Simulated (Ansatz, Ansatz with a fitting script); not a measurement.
## MgS (Niningerite): the order of polymorphs from LDA to RPA

Aim: the order of polymorphs of MgS (Niningerite) by density functionals and by RPA.

Main program and level: Ansatz 0.2.0; density functionals and EXX+RPA, plane waves.

### 1. The structure

The structure is cubic, space group Fm-3m (No. 225). Conventional cell: a = 5.189 Å, b = 5.189 Å, c = 5.189 Å, α = 90.00°, β = 90.00°, γ = 90.00°. Nearest to Mg lie 6 S at 2.59 Å. Nearest to S lie 6 Mg at 2.59 Å. Farther neighbours and most contacts between anions are not listed.

The structure was relaxed with r2SCAN+rVV10. The runs that relaxed it are not among those shown. The program's search for lower electronic states was switched off, so nothing shows that the state found is the lowest.

### 2. Energy LDA (polymorph Fm-3m)

This step: DFT, LDA, plane waves, PAW.

Input file input.yaml:

```yaml
crystal:
  lattice:
    - [0.0, 2.5945595473, 2.5945595473]
    - [2.5945595473, 0.0, 2.5945595473]
    - [2.5945595473, 2.5945595473, 0.0]
  atoms:
    - { symbol: Mg, position: [0.0, 0.0, 0.0] }
    - { symbol: S, position: [0.5, 0.5, 0.5] }
kpoints:
  mp_grid: { grid: [8, 8, 8] }
hamiltonian:
  xc: lda
  pseudopotentials: { kind: paw, source: ansatz }
scf:
  occupations: { method: fixed }
  n_extra_bands: 4
  lower_state_search: "off"
  convergence: { dr2_threshold: 1.0e-09 }
output:
  eigenvalues: true
```

Launch:

```console
> ansatz run input.yaml --threads 8 --pin off --max-ram 18432MiB --backend cpu --events-out ev --progress --plain --runs-dir out
```

Numbers of over 12 decimals in the logs are rounded to 6 here.

Output:

```text
scf.n_extra_bands = 4 over 8 filled bands (N_el = 16.0): the run solves 12 bands
Engine: ansatz 0.2.0, aarch64-unknown-linux-gnu
Pseudopotentials: kind: paw
Pseudopotential: Mg, paw, valence charge 10, recommended cutoff 620 eV (normal), Mg.paw.azcp
Pseudopotential: S, paw, valence charge 6, recommended cutoff 510 eV (normal), S.paw.azcp
Functional definition: SPW92
  exchange = slater_x
  correlation = pw_c
Crystal: 2 atoms, lattice volume = 34.932 Å³
Basis set: ecut = 620 eV, 1243 PW (Γ)
Bands: 12, of which v1, the nominal top of the filled ones, is band 8 counted from 1 (7 counted from 0)
Symmetry: 48 space group operations
Space group: Fm-3m (ITA 225), of the structure as read, at distance tolerance 3.3e-5 Å
k-points: 29 of 512
Non-local potential: Mg, projectors of the file, l = 0: 2, l = 1: 3, l = 2: 1, l = 3: 1
Non-local potential: S, projectors of the file, l = 0: 2, l = 1: 2, l = 2: 2
PAW form: soft (Blöchl's): semilocal exchange-correlation on the pseudo side does not see the compensation charge
PAW frozen core: Mg, regenerated for the run's functional, and the local potential with it (the file was generated under x = pbe(κ = 0.804, μ = 0.219515), c = pbe(β = 0.066725))
PAW frozen core: S, regenerated for the run's functional, and the local potential with it (the file was generated under x = pbe(κ = 0.804, μ = 0.219515), c = pbe(β = 0.066725))
PAW one-centre angular grid: Mg, 194 points (default); XC on 64 Gauss nodes
PAW one-centre angular grid: S, 110 points (default); XC on 64 Gauss nodes
Initial density: superposition of atomic densities (chi_scale 0.1, normalization cell, long waves kept (reshape's long-wave potential 0.00 eV rms))
Initial wavefunctions: pseudopotential atomic-orbital guess
Functional: x = slater, c = lda
SCF iter   1: F=—  HF=-2774.249754 eV  |F-HF|=—  |Δ(HF+E_count)|=         —  Δρ=3.62e-2  dr2=2.68e-1  ethr=3.10e-3  ⟨swp⟩=5.0  Hψ=1992  notcnv=0  defer=32
preconditioner: auto → none  [insulator: Δε(μ)=2.657 eV  Ē_g=11.713 eV  n_scr=8 (ndim 8)  ℏωp=17.8 eV  f_vac=0.001  ε∞_Penn≈3.3]
SCF iter   2: F=—  HF=-2774.167226 eV  |F-HF|=—  |Δ(HF+E_count)|=   8.25e-2  Δρ=1.36e-2  dr2=3.22e-2  ethr=1.67e-3  ⟨swp⟩=3.1  Hψ=881  notcnv=0  defer=50
SCF iter   3: F=—  HF=-2774.164043 eV  |F-HF|=—  |Δ(HF+E_count)|=   3.18e-3  Δρ=3.49e-3  dr2=2.63e-3  ethr=2.01e-4  ⟨swp⟩=2.0  Hψ=419  notcnv=0  defer=51
SCF iter   4: F=—  HF=-2774.163893 eV  |F-HF|=—  |Δ(HF+E_count)|=   1.50e-4  Δρ=6.44e-4  dr2=1.24e-4  ethr=1.64e-5  ⟨swp⟩=2.2  Hψ=526  notcnv=0  defer=52
SCF iter   5: F=—  HF=-2774.163854 eV  |F-HF|=—  |Δ(HF+E_count)|=   3.88e-5  Δρ=6.26e-5  dr2=1.10e-6  ethr=7.77e-7  ⟨swp⟩=2.0  Hψ=473  notcnv=0  defer=51
SCF iter   6: F=—  HF=-2774.163852 eV  |F-HF|=—  |Δ(HF+E_count)|=   2.43e-6  Δρ=1.50e-5  dr2=2.20e-8  ethr=6.88e-9  ⟨swp⟩=2.6  Hψ=571  notcnv=0  defer=6
SCF iter   7: F=-2774.163852 eV  HF=-2774.163852 eV  |F-HF|=4.09e-11  |Δ(HF+E_count)|=   2.30e-8  Δρ=6.27e-7  dr2=4.12e-11  ethr=6.25e-12  ⟨swp⟩=5.7  Hψ=1845  notcnv=0
SCF 1 converged in 7 iterations: F = -2774.163852 eV  dr2 = 4.12e-11
[...]
SCF converged after 7 iterations
Free energy (F): -2774.163852 eV
Harris-Foulkes:  -2774.163852 eV  (|F-HF|=4.09e-11)
Internal energy: -2774.163852 eV  (E = F + TS)
E sigma→0 (E₀):  -2774.163852 eV
Fermi energy:    6.282701 eV
--- Per-component energies (eV) ---
  E_band       = -331.979448
  E_kinetic    = 297.768836
  E_local      = -1607.524626  (includes V_loc(G=0)·N_el)
  E_nonlocal   = -41.961573
  E_hartree    = 599.875034
  E_xc         = -131.343235
  E_vxc        = -156.026683  (∫ρ·V_xc dr)
  E_paw        = -844.689593  (= ΣΔE_a)
  E_vpaw       = -23.985194  (= ΣTr[D̂ρ^β])
  E_aug_tail   = -0.000459  (compensation charges beyond the density's cutoff)
  E_ewald      = -1046.592369
  E_core_change = 0.304132  (= ΣΔE_core)
  E_smearing   = -0.000000  (= −TS)
  E_closure    = -0.000000  (closes the sum)
  Σ components = -2774.163852   (vs F -2774.163852, Δ=0.00e0)
--- Band table (eV; the first three rows and the last of 29) ---
  k-point 0: bands = [... 4 lower, -6.4159, 6.2827, 6.2827, 6.2827, 9.8309, 14.0791, 14.0791, 14.0791]
  k-point 1: bands = [... 4 lower, -6.2601, 5.1997, 6.1789, 6.1789, 10.6491, 13.7686, 14.3271, 14.3271]
  k-point 2: bands = [... 4 lower, -5.8374, 3.4042, 5.9534, 5.9534, 11.0824, 13.9335, 13.9335, 14.4587]
  k-point 28: bands = [... 4 lower, -4.6332, 2.9774, 2.9774, 3.8466, 11.3907, 14.1082, 14.1082, 14.1669]
```

Wall time 0.24 s (8 threads of Arm Neoverse V2, shared host); peak memory 0.29 GiB; 1.1 s of CPU time.

In the SCF lines HF is the Harris–Foulkes energy and dr2 the Hartree energy of the density residual, in eV; the loop may stop once dr2 is under the threshold and the program's other checks hold. Hψ counts applications of the Hamiltonian.

Total energy -2774.1639 eV.

### 3. Energy PBEsol (polymorph Fm-3m)

This step: DFT, PBEsol, plane waves, PAW.

Edit input.yaml of step 2 so:

```diff
@@ -11,3 +11,3 @@
 hamiltonian:
-  xc: lda
+  xc: pbesol
   pseudopotentials: { kind: paw, source: ansatz }
```

Output:

```text
[...]
Crystal: 2 atoms, lattice volume = 34.932 Å³
Basis set: ecut = 620 eV, 1243 PW (Γ)
Bands: 12, of which v1, the nominal top of the filled ones, is band 8 counted from 1 (7 counted from 0)
Symmetry: 48 space group operations
[...]
k-points: 29 of 512
[...]
Fermi energy:    6.426741 eV
[...]
--- Band table (eV; the first three rows and the last of 29) ---
  k-point 0: bands = [... 4 lower, -6.3007, 6.4267, 6.4267, 6.4267, 10.0860, 14.2319, 14.2319, 14.2319]
  k-point 1: bands = [... 4 lower, -6.1452, 5.3529, 6.3221, 6.3221, 10.8922, 13.9207, 14.4857, 14.4857]
  k-point 2: bands = [... 4 lower, -5.7238, 3.5600, 6.0946, 6.0946, 11.2810, 14.1341, 14.1341, 14.6673]
  k-point 28: bands = [... 4 lower, -4.5232, 3.1150, 3.1150, 4.0125, 11.6604, 14.2525, 14.2525, 14.4128]
[key lines of the parts left out:]
SCF converged after 7 iterations
Free energy (F): -2799.913674 eV
```

Elapsed: 0.25 s, on 8 threads; peak memory 0.29 GiB.

Total energy -2799.9137 eV.

### 4. Energy PBEsol-D3(BJ) (polymorph Fm-3m)

This step: DFT, PBEsol with D3(BJ) dispersion, plane waves, PAW.

Edit input.yaml of step 3 so:

```diff
@@ -13,2 +13,3 @@
   pseudopotentials: { kind: paw, source: ansatz }
+  dispersion: d3bj
 scf:
```

Output:

```text
[...]
Crystal: 2 atoms, lattice volume = 34.932 Å³
Basis set: ecut = 620 eV, 1243 PW (Γ)
Bands: 12, of which v1, the nominal top of the filled ones, is band 8 counted from 1 (7 counted from 0)
Symmetry: 48 space group operations
[...]
k-points: 29 of 512
[...]
Fermi energy:    6.426741 eV
[...]
--- Band table (eV; the first three rows and the last of 29) ---
  k-point 0: bands = [... 4 lower, -6.3007, 6.4267, 6.4267, 6.4267, 10.0860, 14.2319, 14.2319, 14.2319]
  k-point 1: bands = [... 4 lower, -6.1452, 5.3529, 6.3221, 6.3221, 10.8922, 13.9207, 14.4857, 14.4857]
  k-point 2: bands = [... 4 lower, -5.7238, 3.5600, 6.0946, 6.0946, 11.2810, 14.1341, 14.1341, 14.6673]
  k-point 28: bands = [... 4 lower, -4.5232, 3.1150, 3.1150, 4.0125, 11.6604, 14.2525, 14.2525, 14.4128]
[key lines of the parts left out:]
SCF converged after 7 iterations
Free energy (F): -2800.520177 eV
```

Run time: 0.25 s. Hardware: 8 threads; peak memory 0.29 GiB.

Total energy -2800.5202 eV.

### 5. Energy r2SCAN (polymorph Fm-3m)

The meta-GGA depends on the orbitals through the kinetic-energy density, which usually opens the gap somewhat.

This step: DFT, r2SCAN, plane waves, PAW.

Edit input.yaml of step 4 so:

```diff
@@ -11,5 +11,4 @@
 hamiltonian:
-  xc: pbesol
+  xc: r2scan
   pseudopotentials: { kind: paw, source: ansatz }
-  dispersion: d3bj
 scf:
```

Output:

```text
[...]
Crystal: 2 atoms, lattice volume = 34.932 Å³
Basis set: ecut = 620 eV, 1243 PW (Γ), exchange–correlation on 144×144×144 points (64 copies of the dense FFT grid, shifted against one another)
Bands: 12, of which v1, the nominal top of the filled ones, is band 8 counted from 1 (7 counted from 0)
Symmetry: 48 space group operations
[...]
k-points: 29 of 512
[...]
Fermi energy:    6.249534 eV
[...]
--- Band table (eV; the first three rows and the last of 29) ---
  k-point 0: bands = [... 4 lower, -6.9821, 6.2495, 6.2495, 6.2495, 10.9602, 14.7364, 14.7364, 14.7364]
  k-point 1: bands = [... 4 lower, -6.8241, 5.2322, 6.1419, 6.1419, 11.7090, 14.4859, 15.0023, 15.0023]
  k-point 2: bands = [... 4 lower, -6.3975, 3.4330, 5.9063, 5.9063, 11.9942, 14.6663, 14.6663, 15.4288]
  k-point 28: bands = [... 4 lower, -5.1908, 2.9349, 2.9349, 3.8820, 12.2077, 14.8631, 14.8631, 15.0953]
[key lines of the parts left out:]
SCF converged after 8 iterations
Free energy (F): -2835.565681 eV
```

Wall time 0.57 s (8 threads); peak memory 0.43 GiB.

Total energy -2835.5657 eV.

### 6. Energy r2SCAN+rVV10 (polymorph Fm-3m)

This step: DFT, r2SCAN with rVV10, plane waves, PAW.

Edit input.yaml of step 5 so:

```diff
@@ -13,2 +13,3 @@
   pseudopotentials: { kind: paw, source: ansatz }
+  dispersion: rvv10
 scf:
```

Output:

```text
[...]
Crystal: 2 atoms, lattice volume = 34.932 Å³
Basis set: ecut = 620 eV, 1243 PW (Γ), exchange–correlation on 144×144×144 points (64 copies of the dense FFT grid, shifted against one another)
Bands: 12, of which v1, the nominal top of the filled ones, is band 8 counted from 1 (7 counted from 0)
Symmetry: 48 space group operations
[...]
k-points: 29 of 512
[...]
Fermi energy:    6.245253 eV
[...]
--- Band table (eV; the first three rows and the last of 29) ---
  k-point 0: bands = [... 4 lower, -6.9947, 6.2453, 6.2453, 6.2453, 10.9181, 14.7043, 14.7043, 14.7043]
  k-point 1: bands = [... 4 lower, -6.8363, 5.2218, 6.1371, 6.1371, 11.6698, 14.4503, 14.9711, 14.9711]
  k-point 2: bands = [... 4 lower, -6.4082, 3.4163, 5.9006, 5.9006, 11.9513, 14.6380, 14.6380, 15.3965]
  k-point 28: bands = [... 4 lower, -5.1959, 2.9152, 2.9152, 3.8668, 12.1859, 14.8266, 14.8266, 15.0649]
[key lines of the parts left out:]
SCF converged after 8 iterations
Free energy (F): -2834.605619 eV
```

Wall time 1.1 s (8 threads); peak memory 0.48 GiB; 7.4 s of CPU time.

Total energy -2834.6056 eV.

### 7. Energy r2SCAN-D4 (polymorph Fm-3m)

This step: DFT, r2SCAN with D4 dispersion, plane waves, PAW.

Edit input.yaml of step 6 so:

```diff
@@ -13,3 +13,3 @@
   pseudopotentials: { kind: paw, source: ansatz }
-  dispersion: rvv10
+  dispersion: d4
 scf:
```

Output:

```text
[...]
Crystal: 2 atoms, lattice volume = 34.932 Å³
Basis set: ecut = 620 eV, 1243 PW (Γ), exchange–correlation on 144×144×144 points (64 copies of the dense FFT grid, shifted against one another)
Bands: 12, of which v1, the nominal top of the filled ones, is band 8 counted from 1 (7 counted from 0)
Symmetry: 48 space group operations
[...]
k-points: 29 of 512
[...]
Fermi energy:    6.249534 eV
[...]
--- Band table (eV; the first three rows and the last of 29) ---
  k-point 0: bands = [... 4 lower, -6.9821, 6.2495, 6.2495, 6.2495, 10.9602, 14.7364, 14.7364, 14.7364]
  k-point 1: bands = [... 4 lower, -6.8241, 5.2322, 6.1419, 6.1419, 11.7090, 14.4859, 15.0023, 15.0023]
  k-point 2: bands = [... 4 lower, -6.3975, 3.4330, 5.9063, 5.9063, 11.9942, 14.6663, 14.6663, 15.4288]
  k-point 28: bands = [... 4 lower, -5.1908, 2.9349, 2.9349, 3.8820, 12.2077, 14.8631, 14.8631, 15.0953]
[key lines of the parts left out:]
SCF converged after 8 iterations
Free energy (F): -2835.782193 eV
```

Run time: 0.59 s. Hardware: 8 threads; peak memory 0.43 GiB; 3.6 s of CPU time.

Total energy -2835.7822 eV.

### 8. Energy HSE06 (polymorph Fm-3m)

The screened hybrid is the usual rung above semilocal functionals: a quarter of exact exchange, cut off beyond a few ångström.

This step: DFT, HSE06, plane waves, PAW.

Edit input.yaml of step 7 so:

```diff
@@ -9,7 +9,6 @@
 kpoints:
-  mp_grid: { grid: [8, 8, 8] }
+  mp_grid: { grid: [5, 5, 5] }
 hamiltonian:
-  xc: r2scan
+  xc: hse06
   pseudopotentials: { kind: paw, source: ansatz }
-  dispersion: d4
 scf:
```

Output:

```text
[...]
davidson cushion auto → on  (no smearing: the cushion is to keep the highest requested band from converging to the state above it; pin scf.eigensolver.cushion to override)
Crystal: 2 atoms, lattice volume = 34.932 Å³
Basis set: ecut = 620 eV, 1243 PW (Γ)
Bands: 12, of which v1, the nominal top of the filled ones, is band 8 counted from 1 (7 counted from 0)
Symmetry: 48 space group operations
[...]
k-points: 10 of 125
[...]
E sigma→0 (E₀):  -2829.750054 eV
Fermi energy:    5.823669 eV
[...]
--- Band table (eV; the first three rows and the last of 10) ---
  k-point 0: bands = [... 4 lower, -8.1835, 5.8237, 5.8237, 5.8237, 10.7170, 14.9089, 14.9089, 14.9089]
  k-point 1: bands = [... 4 lower, -7.7680, 3.5621, 5.5700, 5.5700, 11.9193, 14.8754, 15.1217, 15.1217]
  k-point 2: bands = [... 4 lower, -6.9082, 0.9383, 5.2193, 5.2193, 11.5028, 14.0684, 14.0684, 17.3872]
  k-point 9: bands = [... 4 lower, -6.4058, 1.7324, 2.8555, 3.9091, 12.1311, 13.9374, 14.5636, 17.0842]
[key lines of the parts left out:]
Free energy (F): -2829.750054 eV
```

Wall time 2.4 s (8 threads); peak memory 1.2 GiB; 15 s of CPU time.

Total energy -2829.7501 eV.

### 9. Energy HSE06-D3(BJ) (polymorph Fm-3m)

This step: DFT, HSE06 with D3(BJ) dispersion, plane waves, PAW.

Edit input.yaml of step 8 so:

```diff
@@ -13,2 +13,3 @@
   pseudopotentials: { kind: paw, source: ansatz }
+  dispersion: d3bj
 scf:
```

Output:

```text
[...]
Crystal: 2 atoms, lattice volume = 34.932 Å³
Basis set: ecut = 620 eV, 1243 PW (Γ)
Bands: 12, of which v1, the nominal top of the filled ones, is band 8 counted from 1 (7 counted from 0)
Symmetry: 48 space group operations
[...]
k-points: 10 of 125
[...]
SCF iter   1: F=—  HF=-2829.598483 eV  |F-HF|=—  |Δ(HF+E_count)|=         —  Δρ=4.19e-2  dr2=3.45e-1  ethr=1.00e-1  ⟨swp⟩=6.9  Hψ=448  notcnv=0
[...]
E sigma→0 (E₀):  -2830.571659 eV
Fermi energy:    5.823669 eV
[...]
--- Band table (eV; the first three rows and the last of 10) ---
  k-point 0: bands = [... 4 lower, -8.1835, 5.8237, 5.8237, 5.8237, 10.7170, 14.9089, 14.9089, 14.9089]
  k-point 1: bands = [... 4 lower, -7.7680, 3.5621, 5.5700, 5.5700, 11.9193, 14.8754, 15.1217, 15.1217]
  k-point 2: bands = [... 4 lower, -6.9082, 0.9383, 5.2193, 5.2193, 11.5028, 14.0684, 14.0684, 17.3872]
  k-point 9: bands = [... 4 lower, -6.4058, 1.7324, 2.8555, 3.9091, 12.1311, 13.9374, 14.5636, 17.0842]
[key lines of the parts left out:]
Free energy (F): -2830.571659 eV
```

Wall time 2.3 s (8 threads); peak memory 1.2 GiB; 15 s of CPU time.

Total energy -2830.5717 eV.

(Part 1 of 2 ends here.)

[Paths, hosts, dates, memory and timing lines, banners, echoed tables and standing remarks are left out of the program output.]

[Logs are printed without paths, hosts, clocks, repeated set-up lines and the standing remarks that a program may print on its own settings, such as how far it seeks lower states.]

[Runs of the session that timed out or met a known fault of the program may be left out.]

[Hosts, paths, dates, database ids (printed as entryN), source tags and the programs' standing remarks are cut or masked in the printed files.]
